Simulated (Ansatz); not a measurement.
# The perfect GaP wire along [110], 16 atoms a period, H-terminated, part 2 of 3

Wanted: the relaxed geometry and the bands of the GaP wire along [110], 16 atoms a period, H-terminated.

Ansatz 0.2.0; DFT PBE, plane waves, PAW; relaxation of a wire's period; PAW set soft_1 (the session's first sound run).

So far. Step 2 (The relaxed wire): The cell's length comes to 4.000 Å with spin left out.

## (3) Bands of the perfect wire

This step: DFT PBE, plane waves, PAW; bands of a perfect wire; PAW set soft_1 (Ansatz 0.2.0).

At the relaxed period the bands are computed along the axis; those that cross an energy going forward count the channels that a perfect wire would open there.

input.yaml

```yaml
crystal:
  lattice:
    - [18.18, 0.0, 0.0]
    - [0.0, 17.172, 0.0]
    - [0.0, 0.0, 3.9995912704]
  atoms:
    - { symbol: P, position: [0.384423155, 0.385393764, 0.0] }
    - { symbol: H, position: [0.410367155, 0.192545764, 0.0] }
    - { symbol: Ga, position: [0.456606815, 0.269305336, 0.0] }
    - { symbol: Ga, position: [0.458444501, 0.500012984, 0.0] }
    - { symbol: P, position: [0.68357087, 0.395656618, 0.0] }
    - { symbol: H, position: [0.723896573, 0.324470281, 0.0] }
    - { symbol: Ga, position: [0.773776207, 0.500012984, 0.0] }
    - { symbol: H, position: [0.194021112, 0.500012984, 0.236475131] }
    - { symbol: H, position: [0.817963942, 0.500012984, 0.326427053] }
    - { symbol: P, position: [0.24626255, 0.500012984, 0.5] }
    - { symbol: H, position: [0.256022399, 0.306860579, 0.5] }
    - { symbol: H, position: [0.256022399, 0.693165389, 0.5] }
    - { symbol: Ga, position: [0.311134072, 0.376660072, 0.5] }
    - { symbol: Ga, position: [0.311134072, 0.623365896, 0.5] }
    - { symbol: P, position: [0.530529821, 0.279288445, 0.5] }
    - { symbol: P, position: [0.530529821, 0.720737523, 0.5] }
    - { symbol: P, position: [0.532971143, 0.500012984, 0.5] }
    - { symbol: H, position: [0.577175208, 0.212594061, 0.5] }
    - { symbol: H, position: [0.577175208, 0.787431907, 0.5] }
    - { symbol: Ga, position: [0.610577623, 0.388458236, 0.5] }
    - { symbol: Ga, position: [0.610577623, 0.611567732, 0.5] }
    - { symbol: H, position: [0.817963942, 0.500012984, 0.673572947] }
    - { symbol: H, position: [0.194021112, 0.500012984, 0.763524869] }
    - { symbol: P, position: [0.384423155, 0.614632204, 0.0] }
    - { symbol: H, position: [0.410367155, 0.807480204, 0.0] }
    - { symbol: Ga, position: [0.456606815, 0.730720632, 0.0] }
    - { symbol: P, position: [0.68357087, 0.60436935, 0.0] }
    - { symbol: H, position: [0.723896573, 0.675555687, 0.0] }
kpoints:
  mp_grid: { grid: [1, 1, 21] }
  band_path: { path: ["Γ", Z], npoints: 90 }
scf:
  occupations: { method: fermi_dirac, width: 0.05 }
hamiltonian:
  xc: pbe
  pseudopotentials: { kind: paw, azcp: { folder: soft_1 } }
output:
  dos: { e_range: [-5, 4] }
  write_potential: true
  write_density: true
  volumetric_format: npy
```

Launch:

```console
$ ansatz run input.yaml --threads 4 --pin off --max-ram 16384MiB --backend cpu --events-out ev --progress --plain --runs-dir out
```

Numbers of over 12 decimals in the logs are rounded to 6 here.

Log:

```text
[...]
Crystal: 28 atoms, lattice volume = 1248.620 Å³
Basis set: ecut = 420 eV, 24457 PW (Γ)
Bands: 106, of which v1, the nominal top of the filled ones, is band 78 counted from 1 (77 counted from 0)
Symmetry: 4 space group operations
[...]
k-points: 11 of 21
[...]
SCF iter   1: F=—  HF=-36508.388248 eV  |F-HF|=—  |Δ(HF+E_count)|=         —  Δρ=3.66e-2  dr2=1.63e1  ethr=3.10e-3  ⟨swp⟩=9.3  Hψ=5976  notcnv=0  defer=44
[...]
SCF iter  10: F=-36503.399569 eV  HF=-36503.399569 eV  |F-HF|=2.55e-8  |Δ(HF+E_count)|=   5.01e-7  Δρ=1.77e-6  dr2=8.34e-8  ethr=6.41e-11  ⟨swp⟩=16.7  Hψ=7166  notcnv=0
SCF 1 converged in 10 iterations: F = -36503.399569 eV  dr2 = 8.34e-8
[...]
NSCF: frozen V_eff on 91 k-points
WARN: The output density's exchange-correlation potential varies sharply where the density is thin. Do not read a vacuum level from v_tot or v_xc, or from such a field of the output density. On a cell that repeats whose density bears no net charge and no dipole along the vacuum's axis use v_es (v_loc + v_h of the components); under efield.dipole_correction with no amplitude use v_es + v_field, which holds any externa [...]
SCF converged after 10 iterations
Free energy (F): -36503.399569 eV
[...]
Internal energy: -36503.399560 eV  (E = F + TS)
E sigma→0 (E₀):  -36503.399564 eV
Entropy (-TS):   -0.000009 eV (-0.000 meV/atom)
Fermi energy:    -0.292577 eV
[...]
--- Band table (eV; the first three rows and the last of 11) ---
  k-point 0: bands = [... 74 lower, -2.5758, -2.4703, -2.3516, -0.7687, 0.1837, 0.3416, 0.4023, 0.6316, ... 24 higher]
  k-point 1: bands = [... 74 lower, -2.5747, -2.5675, -2.4253, -0.8882, 0.3225, 0.4690, 0.5330, 0.7482, ... 24 higher]
  k-point 2: bands = [... 74 lower, -2.6696, -2.6298, -2.5265, -1.1711, 0.6884, 0.7925, 0.8686, 1.0259, ... 24 higher]
  k-point 10: bands = [... 74 lower, -3.4022, -3.3893, -3.1436, -2.8373, 0.7623, 1.0260, 1.1405, 1.1676, ... 24 higher]
```

Elapsed: 6 min, on 4 threads of Arm Neoverse V1, shared host; peak memory 6.7 GiB; 24 min of CPU time.

Reading the cycles: dr2 is the Hartree energy of the density residual (eV), the measure of convergence; HF is the Harris–Foulkes estimate of the energy, which meets the free energy F at convergence.

Numbers from this step:

```
band gap : 0.9524 eV
```

Electronic bands along the path, in eV, zero at the Fermi level; v1 is the highest filled band, c1 the lowest empty one:

```tsv
point	v4	v3	v2	v1	c1	c2	c3	c4
Γ	-2.28	-2.18	-2.06	-0.48	0.48	0.63	0.69	0.92
halfway	-2.71	-2.52	-2.49	-1.92	1.54	1.63	1.67	1.81
Z	-3.10	-3.10	-2.86	-2.55	1.05	1.32	1.42	1.48
```

The gap is 0.952 eV, with spin left out.

On this path the gap is direct, 0.95 eV, with the valence top at Γ and the conduction bottom at Γ.

## (4) Another level of theory, cutoff 500 eV, k-mesh 1×1×16

This step: DFT r2SCAN, plane waves, PAW; bands of a perfect wire at the PBE geometry; PAW set soft_1 (Ansatz 0.2.0).

The atoms stay at the PBE geometry and the functional changes. r2SCAN also reads the kinetic-energy density; it often gives larger moments and wider gaps than PBE, at a higher cost. Against the first PBE run of this kind, the cutoff is 500 eV against 420 and the mesh along the wire has 16 points against 21.

input.yaml, as its differences from that of step 3:

```diff
@@ -35,3 +35,3 @@
 kpoints:
-  mp_grid: { grid: [1, 1, 21] }
+  mp_grid: { grid: [1, 1, 16] }
   band_path: { path: ["Γ", Z], npoints: 90 }
@@ -40,8 +40,3 @@
 hamiltonian:
-  xc: pbe
+  xc: r2scan
   pseudopotentials: { kind: paw, azcp: { folder: soft_1 } }
-output:
-  dos: { e_range: [-5, 4] }
-  write_potential: true
-  write_density: true
-  volumetric_format: npy
```

Log:

```text
[...]
Crystal: 28 atoms, lattice volume = 1248.620 Å³
Basis set: ecut = 500 eV, 31763 PW (Γ), exchange–correlation on 540×512×120 points (64 copies of the dense FFT grid, shifted against one another)
Bands: 106, of which v1, the nominal top of the filled ones, is band 78 counted from 1 (77 counted from 0)
Symmetry: 4 space group operations
[...]
k-points: 9 of 16
[...]
--- Band table (eV; the first three rows and the last of 9) ---
  k-point 0: bands = [... 74 lower, -2.7851, -2.6967, -2.5700, -0.9199, 0.2475, 0.4937, 0.5220, 0.7833, ... 24 higher]
  k-point 1: bands = [... 74 lower, -2.8464, -2.7978, -2.6837, -1.1141, 0.4850, 0.7129, 0.7467, 0.9785, ... 24 higher]
  k-point 2: bands = [... 74 lower, -3.0143, -2.8815, -2.7848, -1.5413, 1.0768, 1.2155, 1.2810, 1.3611, ... 24 higher]
  k-point 8: bands = [... 74 lower, -3.6597, -3.6593, -3.4130, -3.0781, 0.8661, 1.1383, 1.2933, 1.3203, ... 24 higher]
[key lines of the parts left out:]
SCF converged after 10 iterations
Free energy (F): -36591.089561 eV
Fermi energy:    -0.335898 eV
```

Wall time 8.9 min (4 threads); peak memory 9.9 GiB; 35 min of CPU time.

This step gave:

```yaml
band_gap: 1.167 eV
```

The gap is 1.17 eV, against 0.952 eV under PBE at the relaxed period.

## (5) Another level of theory, level HSE06, cutoff 420 eV

This step: DFT HSE06, plane waves, PAW; levels of a perfect wire at the PBE geometry; PAW set soft_1 (Ansatz 0.2.0).

The atoms stay at the PBE geometry and the functional changes. HSE06 mixes in a quarter of short-range exact exchange, which removes part of the self-interaction that closes gaps; it is dear, so the mesh is thinner and no path is run. Against the first PBE run of this kind, the mesh along the wire has 8 points against 21.

input.yaml, as its differences from that of step 4:

```diff
@@ -35,4 +35,3 @@
 kpoints:
-  mp_grid: { grid: [1, 1, 16] }
-  band_path: { path: ["Γ", Z], npoints: 90 }
+  mp_grid: { grid: [1, 1, 8] }
 scf:
@@ -40,3 +39,3 @@
 hamiltonian:
-  xc: r2scan
+  xc: hse06
   pseudopotentials: { kind: paw, azcp: { folder: soft_1 } }
```

Log:

```text
[...]
Fermi energy:    -0.416164 eV
[...]
--- Band table (eV; the first three rows and the last of 5) ---
  k-point 0: bands = [... 74 lower, -3.1109, -2.9933, -2.8600, -1.2845, 0.4526]
  k-point 1: bands = [... 74 lower, -3.3295, -3.2230, -3.1070, -1.8959, 1.3083]
  k-point 2: bands = [... 74 lower, -3.5835, -3.3744, -3.3706, -2.7596, 1.6324]
  k-point 4: bands = [... 74 lower, -4.0305, -4.0088, -3.7639, -3.4289, 1.1205]
  guard bands above this table: 27 of the run's 106 bands. The solve was not asked for them (output.publish_guard_bands: true or output.eigenvalues: true publishes all)
[key lines of the parts left out:]
Free energy (F): -36511.957226 eV
```

Wall time 10 min (4 threads); peak memory 6.3 GiB; 40 min of CPU time.

Numbers from this step:

```yaml
band_gap: 1.737 eV
```

The gap is 1.74 eV, against 0.952 eV under PBE at the relaxed period.

## (6) With spin-orbit coupling, k-mesh 1×1×13

This step: DFT PBE, plane waves, fully relativistic PAW; bands of a perfect wire with spin-orbit coupling; PAW set soft_1 (Ansatz 0.2.0).

Spin-orbit coupling mixes the spins and splits bands that cross or touch without it, so it can open or close channels. Fully relativistic datasets take the place of the scalar ones. Against the first PBE run of this kind, the mesh along the wire has 13 points against 21.

input.yaml, as its differences from that of step 5:

```diff
@@ -35,3 +35,4 @@
 kpoints:
-  mp_grid: { grid: [1, 1, 8] }
+  mp_grid: { grid: [1, 1, 13] }
+  band_path: { path: ["Γ", Z], npoints: 90 }
 scf:
@@ -39,3 +40,6 @@
 hamiltonian:
-  xc: hse06
-  pseudopotentials: { kind: paw, azcp: { folder: soft_1 } }
+  xc: pbe
+  pseudopotentials: { kind: paw_fr, azcp: { folder: soft_1 } }
+magnetization:
+  noncollinear: true
+  spin_orbit: true
```

Log:

```text
[...]
non-collinear run that drives no moment, with spin-orbit: no starting moment large enough to seed its density (crystal.atoms[].spin), no starting occupations that ask for one, no magnetisation constraint and no magnetic field, so the semilocal B_xc is pinned to zero
Crystal: 28 atoms, lattice volume = 1248.620 Å³
Basis set: ecut = 420 eV, 24457 PW (Γ)
[...]
k-point 0: bands = [... 152 lower, -2.3488, -2.3488, -0.7696, -0.7696, 0.1838, 0.1838, 0.3412, 0.3412, ... 52 higher]
  k-point 1: bands = [... 152 lower, -2.5149, -2.4775, -1.0665, -1.0362, 0.5211, 0.5321, 0.6467, 0.6571, ... 52 higher]
  k-point 2: bands = [... 152 lower, -2.6095, -2.5976, -1.6129, -1.5703, 1.2615, 1.2687, 1.2718, 1.2760, ... 52 higher]
  k-point 6: bands = [... 152 lower, -3.1276, -3.1255, -2.8322, -2.8276, 0.7710, 0.7717, 1.0258, 1.0282, ... 52 higher]
[key lines of the parts left out:]
SCF converged after 11 iterations
Magnetization: |M| = 0.0000 μB,  M = (+0.0000, +0.0000, +0.0000) μB
Free energy (F): -36504.067949 eV
Fermi energy:    -0.294150 eV
```

It took 59 min on 4 threads; peak memory 14 GiB.

Numbers from this step:

* band gap: 0.9534 eV

The electronic bands at the labelled points (eV, zero at the Fermi level; v1 is the highest filled band, c1 the lowest empty one):

```tsv
point	v4	v3	v2	v1	c1	c2	c3	c4
Γ	-2.05	-2.05	-0.48	-0.48	0.48	0.48	0.64	0.64
halfway	-2.48	-2.48	-1.93	-1.90	1.53	1.54	1.63	1.63
Z	-2.86	-2.86	-2.55	-2.55	1.05	1.05	1.32	1.32
```

The gap is 0.953 eV, against 0.952 eV under PBE at the relaxed period, with no moment.

## (7) The ladder

Times are for 4 threads of Arm Neoverse V1, shared host. The series side by side:

```tsv
no.	run	band gap (eV)	time	memory (GiB)
1	lead	0.9524	6 min	6.7
2	levels	1.167	8.9 min	9.9
3	levels	1.737	10 min	6.3
4	SOC	0.9534	59 min	14
```

(Continued in part 3 of 3.)

[Logs are printed without paths, hosts, clocks, repeated set-up lines and the standing remarks that a program may print on its own settings, such as how far it seeks lower states.]

[Hosts, paths, dates, database ids (printed as entryN), source tags and the programs' standing remarks are cut or masked in the printed files.]
